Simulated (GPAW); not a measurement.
**Magnetic state of Zn7CoO8 (ZnO32 Co2 d5p21) from several starts**

Does Zn7CoO8 (ZnO32 Co2 d5p21) prefer parallel or opposed moments, or none?

Method: PBE with U = 3.5 eV on Co d; plane waves with GPAW's PAW setups, scalar-relativistic, in GPAW 26.7.0.

### Step 1. Starting point

It takes space group P3m1 (No. 156, trigonal). The conventional cell has a = 6.500 Å, b = 6.500 Å, c = 5.207 Å, α = 90.00°, β = 90.00°, γ = 120.00°. Nearest to Co lie 4 O at 1.97 to 1.99 Å. Nearest to O lie 1 Co at 1.97 Å and 3 Zn at 1.97 to 1.99 Å. Nearest to Zn lie 4 O at 1.97 to 1.99 Å. O has 3 Zn at 1.97 Å and 1 Co at 1.99 Å nearest. O has 4 Zn at 1.97 to 1.99 Å nearest. substitutional dopants on the host's lattice, its constants typed without a cited source, atoms not relaxed. Farther neighbours and most contacts between anions are not listed.

The cell is a made-up one and need not be a known phase.

### Step 2. Run 1 (ferro ++)

The parallel start comes first: it fits the smallest cell, keeps the most symmetry and shows whether parallel moments form. A Hubbard term is added for the open shell, at a value in common use.

order1.py reads:

```python
import json
import numpy as np
from ase import Atoms
from ase.parallel import paropen, parprint
from gpaw import GPAW

atoms = Atoms(['Co', 'O', 'Zn', 'O', 'Co', 'O', 'Zn', 'O', 'Zn', 'O', 'Zn', 'O', 'Zn', 'O', 'Zn', 'O', 'Zn', 'O', 'Zn', 'O', 'Zn', 'O', 'Zn', 'O', 'Zn', 'O', 'Zn', 'O', 'Zn', 'O', 'Zn', 'O'],
    cell=[[6.5, 0.0, 0.0],
         [-3.25, 5.629165, 0.0],
         [0.0, 0.0, 10.414]],
    scaled_positions=[[0.0, 0.0, 0.0],
         [0.166667, 0.333333, 0.059],
         [0.166667, 0.333333, 0.25],
         [0.0, 0.0, 0.309],
         [0.0, 0.0, 0.5],
         [0.166667, 0.333333, 0.559],
         [0.166667, 0.333333, 0.75],
         [0.0, 0.0, 0.809],
         [0.0, 0.5, 0.0],
         [0.166667, 0.833333, 0.059],
         [0.166667, 0.833333, 0.25],
         [0.0, 0.5, 0.309],
         [0.0, 0.5, 0.5],
         [0.166667, 0.833333, 0.559],
         [0.166667, 0.833333, 0.75],
         [0.0, 0.5, 0.809],
         [0.5, 0.0, 0.0],
         [0.666667, 0.333333, 0.059],
         [0.666667, 0.333333, 0.25],
         [0.5, 0.0, 0.309],
         [0.5, 0.0, 0.5],
         [0.666667, 0.333333, 0.559],
         [0.666667, 0.333333, 0.75],
         [0.5, 0.0, 0.809],
         [0.5, 0.5, 0.0],
         [0.666667, 0.833333, 0.059],
         [0.666667, 0.833333, 0.25],
         [0.5, 0.5, 0.309],
         [0.5, 0.5, 0.5],
         [0.666667, 0.833333, 0.559],
         [0.666667, 0.833333, 0.75],
         [0.5, 0.5, 0.809]],
    pbc=True,
    magmoms=[3.0, 0.0, 0.0, 0.0, 3.0, 0.0, 0.0, 0.0, 0.0, 0.0, 0.0, 0.0, 0.0, 0.0, 0.0, 0.0, 0.0, 0.0, 0.0, 0.0, 0.0, 0.0, 0.0, 0.0, 0.0, 0.0, 0.0, 0.0, 0.0, 0.0, 0.0, 0.0])
atoms.calc = GPAW(mode={'name': 'pw', 'ecut': 600},
    xc='PBE',
    kpts={'size': (5, 5, 3), 'gamma': True},
    occupations={'name': 'fermi-dirac', 'width': 0.05},
    convergence={'density': 1e-05, 'energy': 1e-05},
    maxiter=200,
    mixer={'name': 'pulay', 'beta': 0.05, 'nmaxold': 6, 'weight': 50},
    setups={'Co': ':d,3.5'},
    symmetry={'tolerance': 1e-4},
    txt='order1.txt')
e = atoms.get_potential_energy(force_consistent=True)
res = {'free_energy': e, 'energy_sigma0': atoms.get_potential_energy(), 'fermi_energy': atoms.calc.get_fermi_level()}
res['moments'] = atoms.get_magnetic_moments().tolist()
res['total'] = atoms.get_magnetic_moment()
parprint('site moments (muB):', np.round(res['moments'], 3))
parprint(f"total moment: {res['total']:.3f} muB")
parprint(f'free energy: {e:.6f} eV')
atoms.calc.write('order1.gpw')
with paropen('results.json', 'w') as f:
    json.dump(res, f)
```

Command:

```
OMP_NUM_THREADS=1 mpirun -n 8 gpaw python order1.py > order1.log
```

What it wrote:

```text
site moments (muB): [2.597e+00 3.400e-02 4.000e-03 3.000e-02 2.597e+00 3.400e-02 4.000e-03
 3.000e-02 5.000e-03 3.400e-02 4.000e-03 1.000e-03 5.000e-03 3.400e-02
 4.000e-03 1.000e-03 5.000e-03 0.000e+00 0.000e+00 1.000e-03 5.000e-03
 0.000e+00 0.000e+00 1.000e-03 5.000e-03 3.400e-02 4.000e-03 1.000e-03
 5.000e-03 3.400e-02 4.000e-03 1.000e-03]
total moment: 6.000 muB
free energy: -156.260832 eV

--- order1.txt ---
Input parameters:
  mode=PW(ecut=600),
  convergence={'density': 1e-05, 'energy': 1e-05},
  kpts=MonkhorstPack(size=(5, 5, 3), gamma=True),
  maxiter=200,
  mixer=Pulay(name='pulay', nmaxold=6, beta=0.05, weight=50, sigma=0.015, g_ss=None),
  occupations=Occupations(name='fermi-dirac', width=0.05),
  setups={'Co': ':d,3.5'},
  symmetry=Symmetry(tolerance=0.0001),
  xc=XC(name='PBE')

Diagonalizing LCAO Hamiltonian
Converting LCAO to pw mode

          Zn      Zn
         O       O
           OZn     OZn
          O       O
            O       O
         Zn      Zn
           Co      Zn
         OZn     OZn
            Zn      Zn
          OO      OO

         Zn O    Zn O
           Co      Zn

Atoms  # Å, Bohr magnetons
|    | symbol |         x |        y |        z |    initial magnetic moments |
|----|--------|-----------|----------|----------|-----------------------------|
|  0 |     Co |  0.000000 | 0.000000 | 0.000000 | ( 0.0000,  0.0000,  3.0000) |
|  1 |      O |  0.000003 | 1.876386 | 0.614426 | ( 0.0000,  0.0000,  0.0000) |
|  2 |     Zn |  0.000003 | 1.876386 | 2.603500 | ( 0.0000,  0.0000,  0.0000) |
|  3 |      O |  0.000000 | 0.000000 | 3.217926 | ( 0.0000,  0.0000,  0.0000) |
|  4 |     Co |  0.000000 | 0.000000 | 5.207000 | ( 0.0000,  0.0000,  3.0000) |
|  5 |      O |  0.000003 | 1.876386 | 5.821426 | ( 0.0000,  0.0000,  0.0000) |
|  6 |     Zn |  0.000003 | 1.876386 | 7.810500 | ( 0.0000,  0.0000,  0.0000) |
|  7 |      O |  0.000000 | 0.000000 | 8.424926 | ( 0.0000,  0.0000,  0.0000) |
|  8 |     Zn | -1.625000 | 2.814583 | 0.000000 | ( 0.0000,  0.0000,  0.0000) |
|  9 |      O | -1.624997 | 4.690969 | 0.614426 | ( 0.0000,  0.0000,  0.0000) |
| 10 |     Zn | -1.624997 | 4.690969 | 2.603500 | ( 0.0000,  0.0000,  0.0000) |
| 11 |      O | -1.625000 | 2.814583 | 3.217926 | ( 0.0000,  0.0000,  0.0000) |
| 12 |     Zn | -1.625000 | 2.814583 | 5.207000 | ( 0.0000,  0.0000,  0.0000) |
| 13 |      O | -1.624997 | 4.690969 | 5.821426 | ( 0.0000,  0.0000,  0.0000) |
| 14 |     Zn | -1.624997 | 4.690969 | 7.810500 | ( 0.0000,  0.0000,  0.0000) |
| 15 |      O | -1.625000 | 2.814583 | 8.424926 | ( 0.0000,  0.0000,  0.0000) |
| 16 |     Zn |  3.250000 | 0.000000 | 0.000000 | ( 0.0000,  0.0000,  0.0000) |
| 17 |      O |  3.250003 | 1.876386 | 0.614426 | ( 0.0000,  0.0000,  0.0000) |
| 18 |     Zn |  3.250003 | 1.876386 | 2.603500 | ( 0.0000,  0.0000,  0.0000) |
| 19 |      O |  3.250000 | 0.000000 | 3.217926 | ( 0.0000,  0.0000,  0.0000) |
| 20 |     Zn |  3.250000 | 0.000000 | 5.207000 | ( 0.0000,  0.0000,  0.0000) |
| 21 |      O |  3.250003 | 1.876386 | 5.821426 | ( 0.0000,  0.0000,  0.0000) |
| 22 |     Zn |  3.250003 | 1.876386 | 7.810500 | ( 0.0000,  0.0000,  0.0000) |
| 23 |      O |  3.250000 | 0.000000 | 8.424926 | ( 0.0000,  0.0000,  0.0000) |
| 24 |     Zn |  1.625000 | 2.814583 | 0.000000 | ( 0.0000,  0.0000,  0.0000) |
| 25 |      O |  1.625003 | 4.690969 | 0.614426 | ( 0.0000,  0.0000,  0.0000) |
| 26 |     Zn |  1.625003 | 4.690969 | 2.603500 | ( 0.0000,  0.0000,  0.0000) |
| 27 |      O |  1.625000 | 2.814583 | 3.217926 | ( 0.0000,  0.0000,  0.0000) |
| 28 |     Zn |  1.625000 | 2.814583 | 5.207000 | ( 0.0000,  0.0000,  0.0000) |
| 29 |      O |  1.625003 | 4.690969 | 5.821426 | ( 0.0000,  0.0000,  0.0000) |
| 30 |     Zn |  1.625003 | 4.690969 | 7.810500 | ( 0.0000,  0.0000,  0.0000) |
| 31 |      O |  1.625000 | 2.814583 | 8.424926 | ( 0.0000,  0.0000,  0.0000) |

Unit cell  # Å
| periodic |         x |        y |         z |   lengths |     angles |
|----------|-----------|----------|-----------|-----------|------------|
|      yes |  6.500000 | 0.000000 |  0.000000 |  6.500000 |  90.000000 |
|      yes | -3.250000 | 5.629165 |  0.000000 |  6.500000 |  90.000000 |
|      yes |  0.000000 | 0.000000 | 10.414000 | 10.414000 | 120.000001 |

Number of symmetries: 6

BZ-sampling:
  Number of BZ points: 75
  Number of IBZ points: 12

  Monkhorst-Pack size: [5, 5, 3]
  Monkhorst-Pack shift: [0, 0, 0]

K-points  # in reciprocal-cell coordinates
|     |                                coordinates |     weight |
|-----|--------------------------------------------|------------|
|   0 | (  0.00000000,   0.00000000,   0.00000000) | 0.01333333 |
|   1 | (  0.00000000,   0.00000000,   0.33333333) | 0.02666667 |
|   2 | (  0.20000000,   0.00000000,  -0.33333333) | 0.08000000 |
|   3 | (  0.20000000,   0.00000000,   0.00000000) | 0.08000000 |
|   4 | (  0.20000000,   0.00000000,   0.33333333) | 0.08000000 |
|   5 | (  0.40000000,  -0.20000000,   0.00000000) | 0.08000000 |
|   6 | (  0.40000000,  -0.20000000,   0.33333333) | 0.16000000 |
|   7 | (  0.40000000,   0.00000000,  -0.33333333) | 0.08000000 |
|   8 | (  0.40000000,   0.00000000,   0.00000000) | 0.08000000 |
|   9 | (  0.40000000,   0.00000000,   0.33333333) | 0.08000000 |
| ... |                                            |            |
|  11 | (  0.40000000,   0.40000000,   0.33333333) | 0.16000000 |

Plane wave coefficients: 12735
Cutoff: 600.0 eV

Spin-components: 2 (collinear spins)
Bands:           177
Projectors:      176
Spin-degeneracy: 1
Datatype:        complex128

Parallelization:
  kpt:    8
  domain: 1
  band:   1

Density:
  Valence electrons: 282.0
  Components: 2
  Grid points: [40 40 60]
  Charge: 0.0  # |e|

Potential:
  Grid points: [40 40 60]

species:
  Co:
    name:    Cobalt
    Z:       27.0
    valence: 9
    core:    18
    charge:  0.0  # [|e|]
    Hubbard: {U: 3.5,  # eV
              l: 2,
              scale: True}
    compensation charges:
      type: gauss
      rc: 0.32  # [Å]
      lmax: 2
    cutoffs:
      filter: 1.87  # [Å]
      core: 2.55  # [Å]
    projectors
    | kind |    occ | energy [eV] | rcut [Å] |
    |------|--------|-------------|----------|
    |   4s |  2.000 |      -5.469 |    1.005 |
    |   4p |  0.000 |      -1.277 |    1.058 |
    |   3d |  7.000 |      -8.205 |    1.005 |
    |    s |        |      21.742 |    1.005 |
    |    p |        |      25.934 |    1.058 |
    |    d |        |      19.007 |    1.005 |

    Using partial waves for Co as LCAO basis

  O:
    name:    Oxygen
    Z:       8.0
    valence: 6
    core:    2
    charge:  0.0  # [|e|]
    compensation charges:
      type: gauss
      rc: 0.21  # [Å]
      lmax: 2
    cutoffs:
      filter: 1.17  # [Å]
      core: 0.83  # [Å]
    projectors
    | kind |    occ | energy [eV] | rcut [Å] |
    |------|--------|-------------|----------|
    |   2s |  2.000 |     -23.961 |    0.688 |
    |   2p |  4.000 |      -9.029 |    0.598 |
    |    s |        |       3.251 |    0.688 |
    |    p |        |      18.182 |    0.598 |
    |    d |        |       0.000 |    0.619 |

    Using partial waves for O as LCAO basis

  Zn:
    name:    Zinc
    Z:       30.0
    valence: 12
    core:    18
    charge:  0.0  # [|e|]
    compensation charges:
      type: gauss
      rc: 0.37  # [Å]
      lmax: 2
    cutoffs:
      filter: 2.14  # [Å]
      core: 2.28  # [Å]
    projectors
    | kind |    occ | energy [eV] | rcut [Å] |
    |------|--------|-------------|----------|
    |   4s |  2.000 |      -5.977 |    1.286 |
    |   4p |  0.000 |      -1.117 |    1.270 |
    |   3d | 10.000 |     -10.142 |    1.180 |
    |    s |        |      21.234 |    1.286 |
    |    p |        |      26.095 |    1.270 |
    |    d |        |      17.070 |    1.180 |

    Using partial waves for Zn as LCAO basis

Reference energy: -792517.629771  # eV

eigensolver:
  PPCG
  Converge bands: occupied
  niter=2

density mixing:
  Pulay-Mixer
  Linear mixing parameters: 0.05
  Old densities: 6
  Fourier metric: weight=50, sigma=0.015

occupation numbers:
  Fermi-Dirac:
    width: 0.0500  # eV

poisson solver:
  ecut: 4800.0  # eV

xc functional:
  name: PBE with 2 nearest neighbor stencil

convergence criteria:
- Maximum integral of absolute [dens]ity change: 1e-05 electrons / valence electron
- Maximum [total energy] change in last 3 cyles: 1e-05 eV / valence electron
- Maximum integral of absolute [eigenst]ate change: 4e-08 eV^2 / valence electron
maximum number of iterations: 200

SCF iterations
|iter     |      energy | eigst |  dens |  magmom |
|---------|-------------|-------|-------|---------|
|iter:   1|       0s | -175.449292 | +0.89 |       |  +6.0024|
|iter:   2|      21s | -169.313759 | -0.08 | -0.95 |  +6.0054|
|iter:   3|      40s | -154.246914 | +0.71 | -1.01 |  +6.0276|
|iter:   4|      61s | -154.588520 | -0.21 | -1.40 |  +6.0265|
|iter:   5|      82s | -155.494166 | -0.76 | -1.43 |  +6.0299|
|iter:   6|     102s | -155.981237 | -1.34 | -1.68 |  +6.0308|
|iter:   7|     123s | -156.238505 | -1.41 | -1.87 |  +6.0324|
|iter:   8|     143s | -156.224804 | -1.23 | -2.21 |  +6.0315|
|iter:   9|     163s | -156.275875 | -1.63 | -2.47 |  +6.0225|
|iter:  10|     184s | -156.246729 | -2.17 | -2.56 |  +6.0227|
[... 16 iterations left out ...]
|iter:  27|     530s | -156.260753c| -5.23 | -4.47 |  +6.0001|
|iter:  28|     550s | -156.260759c| -5.63 | -4.42 |  +6.0000|
|iter:  29|     569s | -156.260761c| -6.24 | -4.44 |  +6.0000|
|iter:  30|     588s | -156.260763c| -6.43 | -4.47 |  +6.0001|
|iter:  31|     609s | -156.260765c| -6.51 | -4.59 |  +6.0002|
|iter:  32|     629s | -156.260766c| -6.69 | -4.71 |  +6.0003|
|iter:  33|     649s | -156.260766c| -7.27 | -4.80 |  +6.0003|
|iter:  34|     660s | -156.260766c| -7.80c| -4.85 |  +6.0003|
|iter:  35|     679s | -156.260767c| -6.97 | -4.89 |  +6.0002|
|iter:  36|     689s | -156.260767c| -7.62c| -5.15c|  +6.0003|

Converged in 36 steps
Energy contributions relative to reference atoms: (reference = -792517.629771)

Energy contributions:
  Kinetic:         373.044125
  Coulomb:        -323.825706
  Zero:              1.750143
  External:          0.000000
  Xc:             -207.229263
  Entropy:          -0.000131
  Spinorbit:         0.000000
  ----------------------------
  Free energy:    -156.260832
  Extrapolated:   -156.260767

dipole moment: (-79.159024, -106.357474, -98.059145)  # |e|*Ang

Total magnetic moment: (0.000000, 0.000000, 6.000274)

Local magnetic moments
|        x |        y |        z |
|----------|----------|----------|
| 0.000000 | 0.000000 | 2.596533 |  # Co   0
| 0.000000 | 0.000000 | 0.034262 |  # O    1
| 0.000000 | 0.000000 | 0.003789 |  # Zn   2
| 0.000000 | 0.000000 | 0.029873 |  # O    3
| 0.000000 | 0.000000 | 2.596533 |  # Co   4
| 0.000000 | 0.000000 | 0.034262 |  # O    5
| 0.000000 | 0.000000 | 0.003789 |  # Zn   6
| 0.000000 | 0.000000 | 0.029873 |  # O    7
| 0.000000 | 0.000000 | 0.005445 |  # Zn   8
| 0.000000 | 0.000000 | 0.034262 |  # O    9
| 0.000000 | 0.000000 | 0.003789 |  # Zn  10
| 0.000000 | 0.000000 | 0.000746 |  # O   11
| 0.000000 | 0.000000 | 0.005445 |  # Zn  12
| 0.000000 | 0.000000 | 0.034262 |  # O   13
| 0.000000 | 0.000000 | 0.003789 |  # Zn  14
| 0.000000 | 0.000000 | 0.000746 |  # O   15
[...]
| 0.000000 | 0.000000 | 0.000360 |  # Zn  22
| 0.000000 | 0.000000 | 0.000746 |  # O   23
| 0.000000 | 0.000000 | 0.005445 |  # Zn  24
| 0.000000 | 0.000000 | 0.034262 |  # O   25
| 0.000000 | 0.000000 | 0.003789 |  # Zn  26
| 0.000000 | 0.000000 | 0.000746 |  # O   27
| 0.000000 | 0.000000 | 0.005445 |  # Zn  28
| 0.000000 | 0.000000 | 0.034262 |  # O   29
| 0.000000 | 0.000000 | 0.003789 |  # Zn  30
| 0.000000 | 0.000000 | 0.000746 |  # O   31

Fermi level: 4.685
Eigenvalues  # (at kpt = [0.000, 0.000, 0.000])
| band index |      eig [eV] | occ [0-1] |      eig [eV] | occ [0-1] |
|------------|---------------|-----------|---------------|-----------|
|          0 |       -14.002 |     1.000 |       -13.966 |     1.000 |
|        ... |               |           |               |           |
|        133 |         3.407 |     1.000 |         3.848 |     1.000 |
|        134 |         3.407 |     1.000 |         4.083 |     1.000 |
|        135 |         3.459 |     1.000 |         4.085 |     1.000 |
|        136 |         3.459 |     1.000 |         4.143 |     1.000 |
|        137 |         3.690 |     1.000 |         4.145 |     1.000 |
|        138 |         3.690 |     1.000 |         4.988 |     0.002 |
|        139 |         3.972 |     1.000 |         7.491 |     0.000 |
|        140 |         3.972 |     1.000 |         7.626 |     0.000 |
|        141 |         4.096 |     1.000 |         8.059 |     0.000 |
|        142 |         4.233 |     1.000 |         8.212 |     0.000 |
|        143 |         4.233 |     1.000 |         8.213 |     0.000 |
|        144 |         4.916 |     0.010 |         8.344 |     0.000 |
|        145 |         7.492 |     0.000 |         8.346 |     0.000 |
|        146 |         7.636 |     0.000 |         8.554 |     0.000 |
|        147 |         9.330 |     0.000 |         9.355 |     0.000 |
|        148 |         9.756 |     0.000 |         9.763 |     0.000 |
|        ... |               |           |               |           |
|        176 |        14.967 |     0.000 |        15.343 |     0.000 |

Gap: 0.648 eV
Transition (v -> c):
  (s=1, k=8, n=137, [0.40, 0.00, 0.00]) -> (s=0, k=0, n=144, [0.00, 0.00, 0.00])
Direct/indirect transitions are different
Direct gap: 0.683 eV
Transition at: (s=0, k=0, n=143, [0.00, 0.00, 0.00])
```

It took 12 min on 8 MPI ranks of Arm Neoverse V2, shared host; peak memory 5.2 GiB; 1.6 h of CPU time.

Spin moment in the augmentation sphere by element, in μB:

```tsv
element	atoms	mean	spread (r.m.s.)	least	largest
Co	2	2.60	0.00	2.60	2.60
O	16	0.02	0.02	0.00	0.03
Zn	14	0.00	0.00	0.00	0.01
```

The atoms farthest from the mean of their element:

```tsv
atom	x, y, z (Å)	spin moment in the augmentation sphere (μB)
O2	0.00, 1.88, 0.61	0.03
O6	0.00, 1.88, 5.82	0.03
O14	-1.62, 4.69, 5.82	0.03
O10	-1.62, 4.69, 0.61	0.03
O26	1.63, 4.69, 0.61	0.03
O30	1.63, 4.69, 5.82	0.03
O22	3.25, 1.88, 5.82	0.00
O18	3.25, 1.88, 0.61	0.00
```

Read from the output:

```yaml
magnetization: 6.000 μB
final_state: ferromagnetic
```

After 36 cycles the largest moment stands at 2.60 μB.

(Continued in part 2 of 2.)

[Logs and program files are shortened in this print: banners, set-up blocks, solver, clock and traceback lines can be left out without a mark of their own.]

[Logs are printed without paths, hosts, clocks, repeated set-up lines and the standing remarks that a program may print on its own settings, such as how far it seeks lower states.]

[Hosts, paths, dates, database ids (printed as entryN), source tags and the programs' standing remarks are cut or masked in the printed files.]

[Where a cell is said to come from a database of computed structures, the database is the Materials Project.]
